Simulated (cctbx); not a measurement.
## Resonant diffraction in TbMn2ZnO5

Space group I4/mmm (no. 139), a = 5.2980 Å, b = 5.2980 Å, c = 14.5890 Å, α = 90.00°, β = 90.00°, γ = 90.00°.

| atom | mult. | x | y | z | Ueq (Å²) |
| --- | --- | --- | --- | --- | --- |
| Tb1 | 4 | 1/2 | 0 | 0 | 0.0097 |
| Zn1 | 4 | 1/2 | 0 | 1/4 | 0.0173 |
| Mn1 | 4 | 1/2 | 1/2 | 0.1199 | 0.0235 |
| Mn2 | 4 | 0 | 0 | 0.1106 | 0.0122 |
| O1 | 16 | 0.7385 | 0.2615 | 0.4099 | 0.0253 |
| O2 | 4 | 1/2 | 1/2 | 0.2553 | 0.0209 |

The model was made for the exercise: a known structure type with other elements put in, its volume estimated, not relaxed; displacement parameters are assumed.

Calculated with cctbx: free-atom f′ and f″ from the Sasaki tables, no fine structure; amplitudes in electrons.

| E (eV) | F 2 0 4 | F 2 2 0 | F 1 1 4 | F 0 0 2 |
| --- | --- | --- | --- | --- |
| 5939 | 212.0 | 427.0 | 384.0 | 156.7 |
| 6289 | 214.9 | 418.2 | 375.2 | 153.9 |
| 6419 | 218.9 | 411.7 | 368.7 | 152.3 |
| 6479 | 223.6 | 405.6 | 362.7 | 151.1 |
| 6509 | 228.2 | 400.3 | 357.3 | 150.2 |
| 6524 | 233.3 | 394.7 | 351.8 | 149.3 |
| 6531 | 237.9 | 389.8 | 346.9 | 148.6 |
| 6535 | 242.9 | 384.6 | 341.6 | 147.9 |
| 6543 | 243.8 | 385.4 | 342.7 | 148.0 |
| 6547 | 237.8 | 391.4 | 348.8 | 148.8 |
| 6554 | 232.4 | 396.7 | 354.0 | 149.4 |
| 6569 | 226.5 | 402.4 | 359.7 | 150.1 |
| 6599 | 220.5 | 407.8 | 365.1 | 150.6 |
| 6689 | 211.7 | 414.5 | 371.8 | 150.8 |
| 6939 | 200.1 | 419.0 | 376.2 | 148.8 |

**Question.** Which edge is crossed, and why do the reflections move as they do?

The K edge of Mn. The edge is at 6539 eV. f′ of Mn falls from -3.7 e at 6419 eV to -7.3 e at 4 eV below it, and f″ steps from 0.46 to 3.95 e across it. Over that approach |F| changes by +11 % (2 0 4), -7 % (2 2 0), -7 % (1 1 4) and -3 % (0 0 2): a reflection falls where Mn scatters in phase with the total and rises where it scatters against it; it hardly moves where the Mn term is small or cancels by symmetry. Above the edge the larger f″ enters the imaginary part, where it can add to or cancel the other atoms' f″. The structure is centrosymmetric, so Friedel mates stay equal.
